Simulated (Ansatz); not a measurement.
**TlB4Rh: relaxing a made-up structure**

This structure for TlB4Rh is made up. Its elements were placed in a known structure type with a cell scaled to their sizes. What cell does the guess relax to, and how far off was it?

Main program and level: Ansatz 0.2.0; DFT, r2SCAN, plane-wave PAW, files of the set soft_1, scalar-relativistic, no spin, cell and ions relaxed at zero pressure; PAW set soft_1.

## (1) Starting point

Symmetry: P-6m2, No. 187, hexagonal system. Conventional cell: a = 3.164 Å, b = 3.164 Å, c = 8.034 Å, α = 90.00°, β = 90.00°, γ = 120.00°. Nearest to Tl lie 8 B at 2.35 to 2.47 Å. Nearest to Rh lie 8 B at 2.36 to 2.47 Å. B has 3 B at 1.95 Å and 1 Tl at 2.35 Å and 3 Rh at 2.47 Å nearest. Nearest to B lie 3 B at 1.95 Å and 1 Rh at 2.36 Å and 3 Tl at 2.47 Å. Farther neighbours are not listed.

## (2) Relaxation of the guess

The guess takes its coordinates from another compound and its volume from a rule, so the cell and any free coordinates are relaxed together.

input.yaml

```yaml
crystal:
  lattice:
    - [3.164, 0.0, 0.0]
    - [-1.582, 2.740104378, 0.0]
    - [0.0, 0.0, 8.034]
  atoms:
    - { symbol: Tl, position: [0.666666667, 0.333333333, 0.0] }
    - { symbol: Rh, position: [0.0, 0.0, 0.5] }
    - { symbol: B, position: [0.666666667, 0.333333333, 0.2922] }
    - { symbol: B, position: [0.0, 0.0, 0.2067] }
    - { symbol: B, position: [0.0, 0.0, 0.7933] }
    - { symbol: B, position: [0.666666667, 0.333333333, 0.7078] }
kpoints:
  mp_grid: { grid: [10, 10, 4] }
scf:
  occupations: { method: fermi_dirac, width: 0.05 }
hamiltonian:
  xc: r2scan
  pseudopotentials: { kind: paw, azcp: { folder: soft_1 } }
relax:
  f_tol: 0.015
  max_steps: 70
  cell: {}
output:
  forces: true
  stress: true
```

Launch:

```bash
$ ansatz run input.yaml --threads 4 --pin off --max-ram 10240MiB --backend cpu --events-out ev --progress --plain --runs-dir out
```

Numbers of over 12 decimals in the logs are rounded to 6 here.

Output:

```text
Engine: ansatz 0.2.0, aarch64-unknown-linux-gnu
Pseudopotentials: kind: paw
Pseudopotential: Tl, paw, valence charge 13, recommended cutoff 500 eV (meta_gga), soft_1/Tl.paw.azcp
Pseudopotential: Rh, paw, valence charge 17, recommended cutoff 500 eV (meta_gga), soft_1/Rh.paw.azcp
Pseudopotential: B, paw, valence charge 3, recommended cutoff 500 eV (meta_gga), soft_1/B.paw.azcp
Functional definition: r2SCAN
  parameter k0 = 0.174
  parameter k1 = 0.065
  parameter a1 = 4.9479
  exchange = r2scan_x(k0 = k0, k1 = k1, a1 = a1)
  correlation = r2scan_c
Crystal: 6 atoms, lattice volume = 69.652 Å³
Basis set: ecut = 500 eV, 1757 PW (Γ), exchange–correlation on 96×96×240 points (64 copies of the dense FFT grid, shifted against one another)
Bands: 27, of which v1, the nominal top of the filled ones, is band 21 counted from 1 (20 counted from 0)
Symmetry: 12 space group operations
Space group: P-6m2 (ITA 187), of the structure as read, at distance tolerance 4.1e-5 Å
k-points: 42 of 400 (time reversal used)
Non-local potential: Tl, projectors of the file, l = 0: 2, l = 1: 2, l = 2: 2, l = 3: 1
Non-local potential: Rh, projectors of the file, l = 0: 3, l = 1: 2, l = 2: 2, l = 3: 1
Non-local potential: B, projectors of the file, l = 0: 2, l = 1: 2, l = 2: 1
PAW form: soft (Blöchl's): semilocal exchange-correlation on the pseudo side does not see the compensation charge
PAW frozen core: Tl, regenerated for the run's functional (the file was generated under x = pbe(κ = 0.804, μ = 0.219515), c = pbe(β = 0.066725))
PAW frozen core: Rh, regenerated for the run's functional (the file was generated under x = pbe(κ = 0.804, μ = 0.219515), c = pbe(β = 0.066725))
PAW frozen core: B, regenerated for the run's functional (the file was generated under x = pbe(κ = 0.804, μ = 0.219515), c = pbe(β = 0.066725))
PAW one-centre angular grid: Tl, 590 points (default); XC on 160 Gauss nodes
PAW one-centre angular grid: Rh, 590 points (default); XC on 160 Gauss nodes
PAW one-centre angular grid: B, 302 points (default); XC on 223 of its mesh's 2233 points in the sphere
Initial density: superposition of atomic densities (chi_scale 0.1, normalization cell, long waves kept (reshape's long-wave potential 0.70 eV rms))
Initial wavefunctions: pseudopotential atomic-orbital guess
Functional: x = r2scan, c = r2scan; τ floored in thin density (d = 2e-4 eV/Å³)
SCF iter   1: F=—  HF=-18514.452283 eV  |F-HF|=—  |Δ(HF+E_count)|=         —  Δρ=3.22e-1  dr2=2.77e2  dr2_τ=6.03e0  ethr=3.10e-3  ⟨swp⟩=6.1  Hψ=5117  notcnv=0
preconditioner: auto → Kerker (q_TF=auto, 2.508 Å⁻¹)  [metal: Δε(μ)=0.080 eV  Ē_g=12.025 eV  σ=0.050 eV  W_gap=0.38  n_scr=24 (ndim 8)  ℏωp=25.9 eV  f_vac=0.000  D(μ)=2.63/eV (n_scr^D=24)]
SCF iter   2: F=—  HF=-18500.515233 eV  |F-HF|=—  |Δ(HF+E_count)|=    1.39e1  Δρ=1.99e-1  dr2=3.66e1  dr2_τ=1.01e1  ethr=3.10e-3  ⟨swp⟩=4.1  Hψ=3406  notcnv=0  defer=19
SCF iter   3: F=—  HF=-18496.364177 eV  |F-HF|=—  |Δ(HF+E_count)|=    4.15e0  Δρ=4.83e-2  dr2=2.22e0  dr2_τ=1.05e-1  ethr=3.10e-3  ⟨swp⟩=3.1  Hψ=2775  notcnv=0  defer=27
SCF iter   4: F=—  HF=-18496.328960 eV  |F-HF|=—  |Δ(HF+E_count)|=   3.52e-2  Δρ=3.39e-2  dr2=3.79e0  dr2_τ=8.26e-2  ethr=3.10e-3  ⟨swp⟩=2.2  Hψ=2551  notcnv=0  defer=20
SCF iter   5: F=—  HF=-18496.121699 eV  |F-HF|=—  |Δ(HF+E_count)|=   2.07e-1  Δρ=9.45e-3  dr2=2.71e-1  dr2_τ=3.60e-3  ethr=3.10e-3  ⟨swp⟩=2.1  Hψ=1366  notcnv=0  defer=17
SCF iter   6: F=—  HF=-18496.109732 eV  |F-HF|=—  |Δ(HF+E_count)|=   1.20e-2  Δρ=7.96e-3  dr2=1.67e-1  dr2_τ=4.31e-3  ethr=6.46e-4  ⟨swp⟩=2.2  Hψ=1607  notcnv=0  defer=14
SCF iter   7: F=—  HF=-18496.100249 eV  |F-HF|=—  |Δ(HF+E_count)|=   9.48e-3  Δρ=1.30e-3  dr2=2.32e-3  dr2_τ=3.52e-5  ethr=3.98e-4  ⟨swp⟩=1.8  Hψ=1163  notcnv=0  defer=14
SCF iter   8: F=—  HF=-18496.100222 eV  |F-HF|=—  |Δ(HF+E_count)|=   2.71e-5  Δρ=3.15e-4  dr2=1.04e-4  dr2_τ=7.66e-6  ethr=5.53e-6  ⟨swp⟩=2.0  Hψ=1531  notcnv=0  defer=14
SCF iter   9: F=—  HF=-18496.100226 eV  |F-HF|=—  |Δ(HF+E_count)|=   4.18e-6  Δρ=1.08e-4  dr2=1.14e-5  dr2_τ=2.68e-7  ethr=2.47e-7  ⟨swp⟩=2.5  Hψ=1778  notcnv=0  defer=14
SCF iter  10: F=—  HF=-18496.100228 eV  |F-HF|=—  |Δ(HF+E_count)|=   2.64e-6  Δρ=4.90e-5  dr2=4.62e-6  dr2_τ=1.03e-7  ethr=2.72e-8  ⟨swp⟩=2.9  Hψ=2010  notcnv=0  defer=14
SCF iter  11: F=-18496.100228 eV  HF=-18496.100228 eV  |F-HF|=6.22e-10  |Δ(HF+E_count)|=   1.63e-7  Δρ=5.12e-6  dr2=2.01e-8  dr2_τ=1.44e-9  ethr=2.38e-10  ⟨swp⟩=4.0  Hψ=4273  notcnv=0
SCF 1 converged in 11 iterations: F = -18496.100228 eV  dr2 = 2.01e-8
  greatest PAW one-centre occupation: 1.001 electrons in one spin orbital (limit 2), on the Rh atom at site 1 (counted from 0), in its partial waves of l = 0
relax step   1: F+E_penalty+E_count = -18496.10022818 eV  Δ(F+E_penalty+E_count) = +0.000e0 eV  max|allowed force component| = 4.122e0 eV/Å  Δτ_max = 0.0000 Å  P = -9.860 GPa  Ω = 69.652 Å³  (11 SCF iters, dr2 threshold 1.00e-7 eV, accepted)
Crystal: 6 atoms, lattice volume = 68.066 Å³
Basis set: ecut = 500 eV, 1709 PW (Γ), exchange–correlation on 96×96×240 points (64 copies of the dense FFT grid, shifted against one another)
Initial density: handed on by an earlier stage of this run
Initial wavefunctions: those handed on with the density
iter 1 solved again at ethr=9.84e-4 eV; its pass at ethr=3.10e-3 eV (dr2=4.13e-1 eV) is discarded
SCF iter   1: F=—  HF=-18497.421283 eV  |F-HF|=—  |Δ(HF+E_count)|=         —  Δρ=1.96e-2  dr2=4.15e-1  dr2_τ=1.43e-1  ethr=9.84e-4  ⟨swp⟩=1.1  Hψ=6980  notcnv=0
preconditioner: auto → Kerker (q_TF=auto, 2.517 Å⁻¹)  [metal: Δε(μ)=0.003 eV  Ē_g=10.835 eV  σ=0.050 eV  W_gap=0.01  n_scr=24 (ndim 8)  ℏωp=26.2 eV  f_vac=0.000  D(μ)=3.22/eV (n_scr^D=36)]
SCF iter   2: F=—  HF=-18497.428529 eV  |F-HF|=—  |Δ(HF+E_count)|=   7.25e-3  Δρ=1.17e-2  dr2=2.34e-1  dr2_τ=6.02e-3  ethr=9.84e-4  ⟨swp⟩=2.6  Hψ=1778  notcnv=0
SCF iter   3: F=—  HF=-18497.403285 eV  |F-HF|=—  |Δ(HF+E_count)|=   2.52e-2  Δρ=6.31e-3  dr2=4.46e-2  dr2_τ=2.63e-3  ethr=5.57e-4  ⟨swp⟩=2.0  Hψ=1434  notcnv=0
SCF iter   4: F=—  HF=-18497.394113 eV  |F-HF|=—  |Δ(HF+E_count)|=   9.17e-3  Δρ=1.04e-3  dr2=1.43e-3  dr2_τ=2.95e-5  ethr=1.06e-4  ⟨swp⟩=2.3  Hψ=1874  notcnv=0  defer=10
SCF iter   5: F=—  HF=-18497.394260 eV  |F-HF|=—  |Δ(HF+E_count)|=   1.48e-4  Δρ=3.63e-4  dr2=1.96e-4  dr2_τ=5.19e-6  ethr=3.41e-6  ⟨swp⟩=2.2  Hψ=1820  notcnv=0  defer=11
SCF iter   6: F=—  HF=-18497.394281 eV  |F-HF|=—  |Δ(HF+E_count)|=   2.05e-5  Δρ=8.81e-5  dr2=1.50e-5  dr2_τ=3.91e-7  ethr=4.67e-7  ⟨swp⟩=1.1  Hψ=1124  notcnv=0  defer=11
[...]
SCF iter   7: F=—  HF=-18497.836175 eV  |F-HF|=—  |Δ(HF+E_count)|=   6.14e-6  Δρ=5.28e-5  dr2=7.71e-6  dr2_τ=9.51e-8  ethr=1.21e-7  ⟨swp⟩=2.2  Hψ=1717  notcnv=0  defer=13
SCF iter   8: F=—  HF=-18497.836174 eV  |F-HF|=—  |Δ(HF+E_count)|=   2.48e-7  Δρ=2.29e-5  dr2=1.30e-6  dr2_τ=2.66e-8  ethr=1.84e-8  ⟨swp⟩=1.0  Hψ=1121  notcnv=0  defer=13
SCF iter   9: F=-18497.836174 eV  HF=-18497.836174 eV  |F-HF|=2.38e-8  |Δ(HF+E_count)|=   3.50e-8  Δρ=5.87e-6  dr2=4.11e-8  dr2_τ=1.49e-9  ethr=1.43e-9  ⟨swp⟩=4.0  Hψ=3345  notcnv=0
SCF 3 converged in 9 iterations: F = -18497.836174 eV  dr2 = 4.11e-8
relax step   3: F+E_penalty+E_count = -18497.83617444 eV  Δ(F+E_penalty+E_count) = -4.419e-1 eV  max|allowed force component| = 3.094e-1 eV/Å  Δτ_max = 0.1929 Å  P = +11.230 GPa  Ω = 64.468 Å³  energy of the carried Pulay correction = +5.170e-4 eV  (9 SCF iters, dr2 threshold 6.00e-7 eV, accepted)
[... from here on, the SCF cycles and remarks between the steps are left out ...]
relax step   4: F+E_penalty+E_count = -18498.30919181 eV  Δ(F+E_penalty+E_count) = -4.730e-1 eV  max|allowed force component| = 2.912e-1 eV/Å  Δτ_max = 0.0527 Å  P = +5.247 GPa  Ω = 67.057 Å³  energy of the carried Pulay correction = +2.539e-4 eV  (8 SCF iters, dr2 threshold 6.00e-7 eV, accepted)
relax step   5: F+E_penalty+E_count = -18498.70532724 eV  Δ(F+E_penalty+E_count) = -3.961e-1 eV  max|allowed force component| = 2.866e-1 eV/Å  Δτ_max = 0.0740 Å  P = +5.190 GPa  Ω = 68.230 Å³  energy of the carried Pulay correction = +1.380e-4 eV  (9 SCF iters, dr2 threshold 6.00e-7 eV, accepted)
relax step   6: F+E_penalty+E_count = -18498.91902144 eV  Δ(F+E_penalty+E_count) = -2.137e-1 eV  max|allowed force component| = 1.407e-1 eV/Å  Δτ_max = 0.0752 Å  P = +2.094 GPa  Ω = 71.118 Å³  energy of the carried Pulay correction = -1.392e-4 eV  (9 SCF iters, dr2 threshold 6.00e-7 eV, accepted)
relax step   7: F+E_penalty+E_count = -18498.95899376 eV  Δ(F+E_penalty+E_count) = -3.997e-2 eV  max|allowed force component| = 2.105e-1 eV/Å  Δτ_max = 0.0532 Å  P = -0.969 GPa  Ω = 73.671 Å³  energy of the carried Pulay correction = -3.750e-4 eV  (9 SCF iters, dr2 threshold 6.00e-7 eV, accepted)
relax step   8: F+E_penalty+E_count = -18498.96285932 eV  Δ(F+E_penalty+E_count) = -3.866e-3 eV  max|allowed force component| = 1.674e-2 eV/Å  Δτ_max = 0.0079 Å  P = +0.113 GPa  Ω = 73.277 Å³  energy of the carried Pulay correction = -3.391e-4 eV  (7 SCF iters, dr2 threshold 6.00e-7 eV, accepted)
relax step   9: F+E_penalty+E_count = -18498.96289299 eV  Δ(F+E_penalty+E_count) = -3.368e-5 eV  max|allowed force component| = 1.525e-3 eV/Å  Δτ_max = 0.0010 Å  P = +0.015 GPa  Ω = 73.311 Å³  energy of the carried Pulay correction = -3.423e-4 eV  (6 SCF iters, dr2 threshold 3.33e-8 eV, accepted)
relax step  10: F+E_penalty+E_count = -18498.96769263 eV  Δ(F+E_penalty+E_count) = -4.800e-3 eV  max|allowed force component| = 2.439e-3 eV/Å  Δτ_max = 0.0000 Å  P = +0.080 GPa  Ω = 73.311 Å³  stress off target by 1.68e-1 GPa  SCF on the basis re-selected at this cell (its energy is not comparable with the rows above)  (9 SCF iters)
relax step  11: F+E_penalty+E_count = -18498.96773978 eV  Δ(F+E_penalty+E_count) = -4.715e-5 eV  max|allowed force component| = 1.696e-3 eV/Å  Δτ_max = 0.0018 Å  P = +0.004 GPa  Ω = 73.405 Å³  energy of the carried Pulay correction = -8.850e-6 eV  (7 SCF iters, dr2 threshold 7.02e-8 eV, accepted)
iter 1 solved again at ethr=4.34e-8 eV; its pass at ethr=3.10e-3 eV (dr2=1.82e-5 eV) is discarded
SCF iter   1: F=—  HF=-18498.967612 eV  |F-HF|=—  |Δ(HF+E_count)|=         —  Δρ=1.38e-4  dr2=2.73e-7  dr2_τ=1.60e-9  ethr=4.34e-8  ⟨swp⟩=3.6  Hψ=8345  notcnv=0
preconditioner: auto → Kerker (q_TF=auto, 2.486 Å⁻¹)  [metal: Δε(μ)=0.010 eV  Ē_g=10.553 eV  σ=0.050 eV  W_gap=0.05  n_scr=12 (ndim 8)  ℏωp=25.3 eV  f_vac=0.000  D(μ)=2.88/eV (n_scr^D=26)]
SCF iter   2: F=—  HF=-18498.967714 eV  |F-HF|=—  |Δ(HF+E_count)|=   1.02e-4  Δρ=6.99e-5  dr2=6.44e-8  dr2_τ=1.03e-6  ethr=6.49e-10  ⟨swp⟩=2.0  Hψ=1863  notcnv=0
SCF iter   3: F=—  HF=-18498.967747 eV  |F-HF|=—  |Δ(HF+E_count)|=   3.21e-5  Δρ=4.79e-6  dr2=1.26e-8  dr2_τ=3.44e-9  ethr=1.53e-10  ⟨swp⟩=2.3  Hψ=1872  notcnv=0
SCF iter   4: F=—  HF=-18498.967747 eV  |F-HF|=—  |Δ(HF+E_count)|=   6.60e-8  Δρ=2.04e-6  dr2=2.83e-9  dr2_τ=4.38e-10  ethr=2.99e-11  ⟨swp⟩=2.1  Hψ=1509  notcnv=0
SCF iter   5: F=—  HF=-18498.967747 eV  |F-HF|=—  |Δ(HF+E_count)|=   1.38e-8  Δρ=5.47e-7  dr2=2.12e-10  dr2_τ=2.20e-11  ethr=6.73e-12  ⟨swp⟩=2.0  Hψ=1784  notcnv=0
SCF iter   6: F=-18498.967747 eV  HF=-18498.967747 eV  |F-HF|=2.18e-11  |Δ(HF+E_count)|=  8.44e-10  Δρ=1.39e-7  dr2=1.79e-11  dr2_τ=8.18e-13  ethr=1.00e-12  ⟨swp⟩=4.7  Hψ=3839  notcnv=0
SCF 12 converged in 6 iterations: F = -18498.967747 eV  dr2 = 1.79e-11
relax step  12: F+E_penalty+E_count = -18498.96774659 eV  Δ(F+E_penalty+E_count) = -6.815e-6 eV  max|allowed force component| = 1.696e-3 eV/Å  Δτ_max = 0.0000 Å  P = +0.004 GPa  Ω = 73.405 Å³  stress off target by 7.54e-3 GPa  SCF on the basis re-selected at this cell (its energy is not comparable with the rows above)  (6 SCF iters)
basis re-selected at this cell: Δ(F+E_penalty+E_count) = -6.815e-6 eV, ΔP = -0.000 GPa vs the last step (what re-selecting the basis moved, of the pressure what is left beyond the Pulay correction that the steps carried, after the strain that the cell walked since its last selection, with what the two solves' SCF thresholds leave and, on support functions, any second-order correction that the steps lacked; it is no m [...]
SCF converged after 6 iterations
Free energy (F): -18498.967747 eV
Harris-Foulkes:  -18498.967747 eV  (|F-HF|=2.18e-11)
Internal energy: -18498.945401 eV  (E = F + TS)
E sigma→0 (E₀):  -18498.956574 eV
Entropy (-TS):   -0.022345 eV (-3.724 meV/atom)
Fermi energy:    11.805306 eV
--- Per-component energies (eV) ---
  E_band       = -199.692978
  E_kinetic    = 990.132964
  E_local      = -3924.108777  (includes V_loc(G=0)·N_el)
  E_nonlocal   = 650.040272
  E_hartree    = 1590.483864
  E_xc         = -493.445216
  E_vxc        = -579.774977  (∫ρ·V_xc dr)
  E_paw        = -14153.035065  (= ΣΔE_a)
  E_vpaw       = -553.915858  (= ΣTr[D̂ρ^β])
  E_aug_tail   = -0.000089  (compensation charges beyond the density's cutoff)
  E_vtau       = 36.965721  (kinetic-family band-sum trace: ∫τ·v_τ [+ j·A + Jᵃ·Aᵃ] dr)
  E_ewald      = -3159.609183
  E_core_change = 0.595829  (= ΣΔE_core)
  E_smearing   = -0.022345  (= −TS)
  E_closure    = 0.000000  (closes the sum)
  Σ components = -18498.967747   (vs F -18498.967747, Δ=0.00e0)
--- Forces (eV/Å), atoms counted from 1 ---
  atom   1  Tl     0.00000000     0.00000000     0.00000000
  atom   2  Rh     0.00000000     0.00000000    -0.00000000
  atom   3  B      0.00000000     0.00000000     0.00169644
  atom   4  B      0.00000000    -0.00000000    -0.00028379
  atom   5  B      0.00000000    -0.00000000     0.00028379
  atom   6  B      0.00000000     0.00000000    -0.00169644
  max |Σ_I F_I| component: 1.85e-16 eV/Å
--- Stress (GPa, compression-positive) ---
        0.002195       0.000000       0.000000
        0.000000       0.002195      -0.000000
        0.000000      -0.000000       0.007536
  P = ⅓ Tr σ = 0.0040 GPa (0.040 kbar)
--- Relaxed structure (10 steps of the walk, 10 accepted, 2 SCFs on fresh bases) ---
  F+E_penalty+E_count = -18498.96774659 eV   max|allowed force component| = 1.696e-3 eV/Å   (the final SCF, on the basis selected at the relaxed cell)
  cell:  # Å, volume = 73.4050 Å³
    - [2.986902, 0, 0.0]
    - [-1.493451, 2.586733, 0.0]
    - [0.0, 0.0, 9.500642]
  atoms:
    - { symbol: Tl, position: [0.666667, 0.333333, 4.3184552551078096e-19] }
    - { symbol: Rh, position: [-2.7755575615628907e-17, 1.8503717085702404e-17, 0.500000] }
    - { symbol: B, position: [0.666667, 0.333333, 0.318124] }
    - { symbol: B, position: [-2.7755575615628907e-17, 1.8503717085702404e-17, 0.285865] }
    - { symbol: B, position: [-2.7755575615628907e-17, 1.8503717085702404e-17, 0.714135] }
    - { symbol: B, position: [0.666667, 0.333333, 0.681876] }
```

It took 53 s on 4 threads of Arm Neoverse V1, shared host; peak memory 0.56 GiB; 3.4 min of CPU time.

Step by step:

| step | energy less that of the first step (eV) | largest force component (eV/Å) | pressure (GPa) | volume (Å³) |
| --- | --- | --- | --- | --- |
| 1 | 0.0000 | 4.1223 | -9.86 | 69.65 |
| 2 | -1.2941 | 1.9156 | -5.28 | 68.07 |
| 3 | -1.7359 | 0.3094 | 11.23 | 64.47 |
| 4 | -2.2090 | 0.2912 | 5.25 | 67.06 |
| 5 | -2.6051 | 0.2866 | 5.19 | 68.23 |
| 6 | -2.8188 | 0.1407 | 2.09 | 71.12 |
| 7 | -2.8588 | 0.2105 | -0.97 | 73.67 |
| 8 | -2.8626 | 0.0167 | 0.11 | 73.28 |
| 9 | -2.8627 | 0.0015 | 0.02 | 73.31 |
| 10* | -2.8675 | 0.0024 | 0.08 | 73.31 |
| 11 | -2.8675 | 0.0017 | 0.00 | 73.40 |
| 12* | -2.8675 | 0.0017 | 0.00 | 73.40 |

Relaxation steps marked * repeat the geometry before them on a plane-wave basis chosen anew for their cell, so energy and pressure can jump there.

Forces are held to the 12 operations that the run works with; a distortion that breaks them can't arise in this run.

| cell as run | before | after | change |
| --- | --- | --- | --- |
| a (Å) | 3.164 | 2.987 | -5.6 % |
| b (Å) | 3.164 | 2.987 | -5.6 % |
| c (Å) | 8.034 | 9.501 | +18.3 % |
| volume (Å³/atom) | 11.61 | 12.23 | +5.4 % |

The atoms that moved most (Å, as changes of fractional coordinates times the final cell):

| atom | dx | dy | dz | length |
| --- | --- | --- | --- | --- |
| B4 | 0.000 | 0.000 | 0.752 | 0.752 |
| B5 | 0.000 | 0.000 | -0.752 | 0.752 |
| B3 | 0.000 | 0.000 | 0.246 | 0.246 |
| B6 | 0.000 | 0.000 | -0.246 | 0.246 |

Final coordinates:

```cif
data_structure
_symmetry_space_group_name_H-M 'P 1'
_symmetry_Int_Tables_number 1
_cell_length_a 2.9869
_cell_length_b 2.9869
_cell_length_c 9.5006
_cell_angle_alpha 90.000
_cell_angle_beta 90.000
_cell_angle_gamma 120.000
_cell_volume 73.40
loop_
_atom_site_label
_atom_site_type_symbol
_atom_site_fract_x
_atom_site_fract_y
_atom_site_fract_z
_atom_site_occupancy
Tl1 Tl 0.66667 0.33333 0.00000 1
Rh2 Rh 0.00000 0.00000 0.50000 1
B3 B 0.66667 0.33333 0.31812 1
B4 B 0.00000 0.00000 0.28586 1
B5 B 0.00000 0.00000 0.71414 1
B6 B 0.66667 0.33333 0.68188 1
```

This step gave:

```
free energy             : -18498.9677 eV
energy at zero smearing : -18498.9566 eV
smearing term TS        : 0.02235 eV
Fermi energy            : 11.81 eV
electrons               : 42
symmetry operations     : 12
pressure                : 0.003976 GPa
```

The shortest distance of each pair, which need not be the same contact before and after:

| pair | guess (Å) | relaxed (Å) |
| --- | --- | --- |
| B–B | 1.952 | 1.752 |
| B–Rh | 2.356 | 2.034 |
| Tl–Tl | 3.164 | 2.987 |
| Rh–Rh | 3.164 | 2.987 |
| B–Tl | 2.348 | 3.022 |

The relaxation ends with a largest force component of 0.0017 eV/Å and a pressure of 0.00 GPa.

## (3) Summary of results

```yaml
space_group_relaxed: P-6m2
conventional_cell: a = 2.987, b = 2.987, c = 9.501 Å; α = 90.0°, β = 90.0°, γ = 120.0°
volume_per_atom: 12.23 Å³ (guess 11.61)
```

**Reading.** TlB4Rh relaxes to P-6m2 with a = 2.987, b = 2.987 and c = 9.501 Å. The guessed volume was 5 % too small. The space group P-6m2 was held in the relaxation, so the end point is a stationary structure within it and may be a saddle against distortions or other arrangements. Mesh and cutoff weren't tested. A vector of the cell changed its length by 18 %, more than the volume shows. Spin-orbit coupling is left out, which can matter for elements this heavy. No dispersion term is used, so weakly bound directions may come out too long. The runs have no spin, and magnetism wasn't tested. Nothing here tests whether the compound is stable against decomposition.

[Logs are printed without paths, hosts, clocks, repeated set-up lines and the standing remarks that a program may print on its own settings, such as how far it seeks lower states.]

[Hosts, paths, dates, database ids (printed as entryN), source tags and the programs' standing remarks are cut or masked in the printed files.]
